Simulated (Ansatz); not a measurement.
# PbSe (Clausthalite): G0W0 under other settings

A base run on PbSe (Clausthalite), then changed inputs.

Calculated with Ansatz 0.2.0; G0W0 on PBE, plane waves, PAW; PAW set soft_1.

## (1) Starting point

The structure is cubic, space group Fm-3m (No. 225). Conventional cell: a = 6.121 Å, b = 6.121 Å, c = 6.121 Å, α = 90.00°, β = 90.00°, γ = 90.00°. Nearest to Pb lie 6 Se at 3.06 Å. Nearest to Se lie 6 Pb at 3.06 Å. Farther neighbours and most contacts between anions are not listed.

The cell and positions come from the Crystallography Open Database and are kept as given unless a step says otherwise. Spin-orbit coupling is left out unless a step names it.

## (2) The base run: 4×4×4 mesh, 60 empty bands, screening to 60 eV, PAW set soft_1 files

G0W0 replaces the xc potential by the self-energy, built once from these orbitals. Only a window of levels is corrected, while the sums run over the empty bands that the input names. This step takes PAW set soft_1 files.

File input.yaml:

```yaml
crystal:
  lattice:
    - [0.0, 3.06065, 3.06065]
    - [3.06065, 0.0, 3.06065]
    - [3.06065, 3.06065, 0.0]
  atoms:
    - { symbol: Pb, position: [0.0, 0.0, 0.0] }
    - { symbol: Se, position: [0.5, 0.5, 0.5] }
kpoints:
  mp_grid: { grid: [4, 4, 4] }
hamiltonian:
  xc: pbe
  pseudopotentials: { kind: paw, azcp: { folder: soft_1 } }
scf:
  occupations: { method: fixed }
gw:
  n_empty_bands: 60
  ecut_chi: 60
  qp_bands: [v2, c2]
  qp_kpoints: band_edges
  screening: { model: contour_deformation }
```

Started as:

```console
$ ansatz run input.yaml --threads 3 --pin off --max-ram 92160MiB --backend cuda --events-out ev --progress --plain --runs-dir out --devices 1 --max-vram 13GiB
```

Numbers of over 12 decimals in the logs are rounded to 6 here.

The log of the run:

```text
GPUs: using 1 of 1 available (devices: 1).
Engine: ansatz 0.2.0, x86_64-unknown-linux-gnu
Pseudopotentials: kind: paw
Pseudopotential: Pb, paw, valence charge 14, recommended cutoff 420 eV (normal), soft_1/Pb.paw.azcp
Pseudopotential: Se, paw, valence charge 16, recommended cutoff 420 eV (normal), soft_1/Se.paw.azcp
Functional definition: PBE
  parameter kappa = 0.804
  parameter beta = 0.066725
  exchange = pbe_x(kappa = kappa, mu = beta*pi^2/3)
  correlation = pbe_c(beta = beta)
device memory: the entry about to start is reckoned to put 1.0 GiB on a device that reports 46.3 GiB free (of which the cap on the GPU budget leaves the run 13.0 GiB)
GPU FFT provider: cuFFT
GPU libraries: cuBLAS 13.8.2, cuFFT 12.4.0, cuSOLVER 12.3.4
Crystal: 2 atoms, lattice volume = 57.342 Å³
Basis set: ecut = 420 eV, 1139 PW (Γ)
Bands: 19, of which v1, the nominal top of the filled ones, is band 15 counted from 1 (14 counted from 0)
Symmetry: 48 space group operations
Space group: Fm-3m (ITA 225), of the structure as read, at distance tolerance 3.9e-5 Å
k-points: 8 of 64
Non-local potential: Pb, projectors of the file, l = 0: 2, l = 1: 2, l = 2: 2, l = 3: 1
Non-local potential: Se, projectors of the file, l = 0: 2, l = 1: 2, l = 2: 3, l = 3: 1
PAW form: soft (Blöchl's): semilocal exchange-correlation on the pseudo side does not see the compensation charge
PAW one-centre angular grid: Pb, 590 points (default); XC on 64 Gauss nodes
PAW one-centre angular grid: Se, 590 points (default); XC on 64 Gauss nodes
Initial density: superposition of atomic densities (chi_scale 0.1, normalization cell, long waves kept (reshape's long-wave potential 0.00 eV rms))
Initial wavefunctions: pseudopotential atomic-orbital guess
GPU buffer pool allocated for 27000 grid points (all kernels)
GPU transforms: local potential and band sums: pruned to the plane-wave sphere, on 30×30×30
Functional: x = pbe(κ = 0.804, μ = 0.219515), c = pbe(β = 0.066725)
SCF iter   1: F=—  HF=-17379.111915 eV  |F-HF|=—  |Δ(HF+E_count)|=         —  Δρ=2.11e-2  dr2=4.02e-1  ethr=3.10e-3  ⟨swp⟩=5.1  Hψ=627  notcnv=0  defer=11
preconditioner: auto → none  [insulator: Δε(μ)=0.450 eV  Ē_g=15.276 eV  n_scr=14 (ndim 8)  ℏωp=21.9 eV  f_vac=0.000  ε∞_Penn≈3.1]
SCF iter   2: F=—  HF=-17379.029610 eV  |F-HF|=—  |Δ(HF+E_count)|=   8.23e-2  Δρ=9.16e-3  dr2=4.60e-2  ethr=1.34e-3  ⟨swp⟩=2.5  Hψ=265  notcnv=0  defer=8
SCF iter   3: F=—  HF=-17379.021256 eV  |F-HF|=—  |Δ(HF+E_count)|=   8.35e-3  Δρ=4.28e-3  dr2=1.00e-2  ethr=1.53e-4  ⟨swp⟩=2.6  Hψ=306  notcnv=0  defer=11
SCF iter   4: F=—  HF=-17379.022050 eV  |F-HF|=—  |Δ(HF+E_count)|=   7.93e-4  Δρ=1.93e-3  dr2=2.08e-3  ethr=3.35e-5  ⟨swp⟩=2.9  Hψ=282  notcnv=0  defer=11
[...]
E_nonlocal   = -49.229056
  E_hartree    = 1810.553409
  E_xc         = -292.092382
  E_vxc        = -229.641175  (∫ρ·V_xc dr)
  E_paw        = -12520.857436  (= ΣΔE_a)
  E_vpaw       = -453.889519  (= ΣTr[D̂ρ^β])
  E_aug_tail   = -0.000372  (compensation charges beyond the density's cutoff)
  E_ewald      = -3011.707258
  E_smearing   = -0.000000  (= −TS)
  E_closure    = 0.000000  (closes the sum)
  Σ components = -17379.022192   (vs F -17379.022192, Δ=0.00e0)
--- Band table (eV; the first three rows and the last of 8) ---
  k-point 0: bands = [... 11 lower, 2.6486, 7.0751, 7.0751, 7.0751, 13.6708, 13.6708, 13.6708, 15.4792]
  k-point 1: bands = [... 11 lower, 1.3844, 7.2357, 7.2357, 7.9069, 11.1170, 11.8727, 11.8727, 15.4851]
  k-point 2: bands = [... 11 lower, 0.1519, 7.4827, 7.4827, 8.9530, 9.2475, 10.6578, 10.6578, 17.4956]
  k-point 7: bands = [... 11 lower, 0.9390, 4.7249, 4.7249, 8.1583, 10.8488, 13.9029, 13.9029, 16.6873]
--- G₀W₀: contour deformation, 8 samples at zero and on the imaginary axis and 1 off it, 64 q-points, 60 empty bands' worth ---
  eigenvalues of the whole cell's RPA ε∞ on this k-mesh (on a slab, of 1 + 4πα/V) = 108.3445, 108.3445, 108.3445; static W/v taken at q = 0 is 0.009230
  bands read: the sum over 75 bands ends inside a degenerate multiplet in 2 slots, whose members it reads at an even weight; the widest, k=2: bands 75 to 76 (counted from 1) at 1/2 each
  gw.qp_kpoints: band_edges: 3 of 8 stored k-points solved, in 1 pass; an edge of the gap read off the rows below is read off those points alone
    valence top: of the k-points left out ik 1 came nearest to being solved in a further pass, in band 15 (counted from 1, as in the quasiparticle table): it holds the edge there only if its correction is more favourable than any solved in that band by at least 1.046 eV; those differ by 0.097 eV
    conduction bottom: of the k-points left out ik 1 came nearest to being solved in a further pass, in band 16 (counted from 1, as in the quasiparticle table): it holds the edge there only if its correction is more favourable than any solved in that band by at least 1.869 eV; those differ by 0.137 eV
    ik  band        ε_KS         Σx   Σc(E_QP)       V_xc       Z   E_QP_lin       E_QP  E_QP is
     2    14      7.4827   -17.3002     2.4088   -14.7993  0.6993     7.3898     7.3905  root
     2    15      8.9530   -17.0349     1.2032   -15.9273  0.7282     9.0478     9.0485  root
     2    16      9.2475    -8.0201    -3.1794   -11.2887  0.7461     9.3373     9.3367  root
     2    17     10.6578    -8.3783    -3.3793   -11.9361  0.7365    10.8398    10.8363  root
     5    14      7.3413   -16.9308     2.3641   -14.4646  0.6982     7.2382     7.2392  root
     5    15      8.1860   -15.9379     1.3413   -14.5966  0.7200     8.1860     8.1860  root
     5    16     10.3407    -9.5875    -3.1551   -12.9489  0.7393    10.5505    10.5470  root
     5    17     11.1384    -9.0292    -3.4304   -12.6959  0.7276    11.3824    11.3747  root
     7    14      4.7249   -15.6342     3.3970   -12.0609  0.6404     4.5450     4.5484  root
     7    15      8.1583   -17.3082     1.8703   -15.4367  0.7142     8.1570     8.1570  root
     7    16     10.8488    -8.6563    -3.5196   -12.4022  0.7323    11.0817    11.0751  root
     7    17     13.9029    -8.2665    -4.4163   -12.9111  0.6950    14.1375    14.1312  root
[key lines of the parts left out:]
SCF converged after 7 iterations
Free energy (F): -17379.022192 eV
Fermi energy:    8.952970 eV
```

It took 9.7 s on 1 × NVIDIA H100 80GB HBM3 (shared by 6 runs) with 3 threads of AMD EPYC 7R13 (Zen 3), shared host; peak memory 0.99 GiB; 9.8 s of CPU time.

In the SCF lines HF is the Harris–Foulkes energy and dr2 the Hartree energy of the density residual, in eV; the loop may stop once dr2 is under the threshold and the program's other checks hold. Hψ counts applications of the Hamiltonian.

Numbers from this step:

| Item | Value |
| --- | --- |
| bands summed | 75 |
| RPA ε∞ on this mesh (eigenvalues) | 108.3, 108.3, 108.3 |
| plane waves in the screening matrix | 59 |
| q-points in the mesh | 64 |
| G0W0 gap on the mesh | 0.2881 eV |
| k of the valence top | 0, 0, -0.5 |
| k of the conduction bottom | 0, 0, -0.5 |
| starting gap on the mesh | 0.2946 eV |
| Z at the valence top | 0.7282 |
| Z at the conduction bottom | 0.7461 |
| least direct G0W0 gap on the computed points | 0.2881 eV |

The gap on the mesh goes from 0.29 eV to 0.29 eV, a correction of −0.01 eV. Between the two edge states, bare exchange in place of the xc potential would open the gap by 4.38 eV, and correlation takes back 4.38 eV.

## (3) Variant: fewer bands

Changes to input.yaml since step 2:

```diff
@@ -16,3 +16,3 @@
 gw:
-  n_empty_bands: 60
+  n_empty_bands: 43
   ecut_chi: 60
```

The log of the run:

```text
GPUs: using 1 of 1 available (devices: 1).
[...]
GPU FFT provider: cuFFT
GPU libraries: cuBLAS 13.8.2, cuFFT 12.4.0, cuSOLVER 12.3.4
Crystal: 2 atoms, lattice volume = 57.342 Å³
Basis set: ecut = 420 eV, 1139 PW (Γ)
Bands: 19, of which v1, the nominal top of the filled ones, is band 15 counted from 1 (14 counted from 0)
[... 1 set-up line as in the run before ...]
[...]
k-points: 8 of 64
[...]
GPU buffer pool allocated for 27000 grid points (all kernels)
[...]
SCF iter   1: F=—  HF=-17379.111915 eV  |F-HF|=—  |Δ(HF+E_count)|=         —  Δρ=2.11e-2  dr2=4.02e-1  ethr=3.10e-3  ⟨swp⟩=5.1  Hψ=627  notcnv=0  defer=11
[...]
SCF iter   7: F=-17379.022192 eV  HF=-17379.022192 eV  |F-HF|=5.06e-9  |Δ(HF+E_count)|=   1.09e-7  Δρ=3.91e-6  dr2=7.74e-9  ethr=3.33e-10  ⟨swp⟩=4.5  Hψ=709  notcnv=0
SCF 1 converged in 7 iterations: F = -17379.022192 eV  dr2 = 7.74e-9
[...]
NSCF: frozen V_eff on 8 k-points
[...]
G₀W₀ screening: q 1/8
[... further progress lines ...]
[...]
SCF converged after 7 iterations
Free energy (F): -17379.022192 eV
[...]
Internal energy: -17379.022192 eV  (E = F + TS)
E sigma→0 (E₀):  -17379.022192 eV
Fermi energy:    8.952970 eV
[...]
--- Band table (eV; the first three rows and the last of 8) ---
  k-point 0: bands = [... 11 lower, 2.6486, 7.0751, 7.0751, 7.0751, 13.6708, 13.6708, 13.6708, 15.4792]
  k-point 1: bands = [... 11 lower, 1.3844, 7.2357, 7.2357, 7.9069, 11.1170, 11.8727, 11.8727, 15.4851]
  k-point 2: bands = [... 11 lower, 0.1519, 7.4827, 7.4827, 8.9530, 9.2475, 10.6578, 10.6578, 17.4956]
  k-point 7: bands = [... 11 lower, 0.9390, 4.7249, 4.7249, 8.1583, 10.8488, 13.9029, 13.9029, 16.6873]
[...]
`?` marks the rows in doubt; gw_qp.tsv's column doubts and the gw_qp event give each row's grounds
[...]
2    14      7.4827   -17.3002     2.5062   -14.7993  0.6995     7.4879     7.4879  root
     2    15      8.9530   -17.0349     1.3249   -15.9273  0.7285     9.1671     9.1703  root
     2    16      9.2475    -8.0201    -3.0908   -11.2887  0.7464     9.4285     9.4252  root
     2    17     10.6578    -8.3783    -3.2836   -11.9361  0.7368    10.9431    10.9320  root
     5    14      7.3413   -16.9308     2.4600   -14.4646  0.6984     7.3351     7.3351  root
     5    15      8.1860   -15.9379     1.4504   -14.5966  0.7203     8.2940     8.2951  root
     5    16     10.3407    -9.5875    -3.0584   -12.9489  0.7394    10.6529    10.6437  root ?
     5    17     11.1384    -9.0292    -3.3337   -12.6959  0.7280    11.4896    11.4714  root
     7    14      4.7249   -15.6342     3.4716   -12.0609  0.6398     4.6221     4.6231  root
     7    15      8.1583   -17.3082     1.9797   -15.4367  0.7145     8.2654     8.2664  root
     7    16     10.8488    -8.6563    -3.4260   -12.4022  0.7327    11.1845    11.1687  root
     7    17     13.9029    -8.2665    -4.3172   -12.9111  0.6955    14.2452    14.2303  root
```

Run time: 6.5 s. Hardware: 1 × NVIDIA H100 80GB HBM3 (shared by 6 runs) with 3 threads; peak memory 0.99 GiB; 6 s of CPU time.

Against the base:

| setting | base | variant |
| --- | --- | --- |
| empty bands | 60 | 43 |

```csv
quantity,variant,base
starting gap on the mesh,0.295,0.295
G0W0 gap on the mesh,0.255,0.288
least direct G0W0 gap on the computed points,0.255,0.288
Z at the valence top,0.729,0.728
Z at the conduction bottom,0.746,0.746
```

## (4) What came out

| Property | Result |
| --- | --- |
| base | 0.29 eV, 9.7 s |
| fewer bands | 0.25 eV, 6.5 s |

In words: Fewer bands: the gap moves by −0.03 eV; such settings are too crude to quote. All runs here use a coarse mesh and modest cutoffs; they test settings and are not final values. The 4×4×4 mesh is coarse for this cell (its supercell is 17 Å along the shortest edge). The RPA ε∞ on it, from the PBE start, is 108.34; such meshes misread the long-range screening, most where the gap is narrow. Where an edge is built on 6p states of lead, bismuth or thallium, scalar-relativistic gaps usually stand too wide, by a few tenths to over one eV. With atoms this heavy and so narrow a gap, spin-orbit coupling can invert the bands. These scalar-relativistic gaps are then model values, not to be set against experiment, and a spin-orbit change taken from DFT can't simply be added. On this mesh the RPA ε∞ passes 90, more than nearly any semiconductor shows; a coarse mesh does this where one point with a narrow direct gap carries much weight. The screening is then too strong, and the G0W0 gap should not be taken as the material's.

[Paths, hosts, dates, memory and timing lines, banners, echoed tables and standing remarks are left out of the program output.]

[Logs are printed without paths, hosts, clocks, repeated set-up lines and the standing remarks that a program may print on its own settings, such as how far it seeks lower states.]

[Runs of the session that timed out or met a known fault of the program may be left out.]

[Cells called generated may have been cut or substituted from an entry of the Crystallography Open Database or the Materials Project.]

[Hosts, paths, dates, database ids (printed as entryN), source tags and the programs' standing remarks are cut or masked in the printed files.]
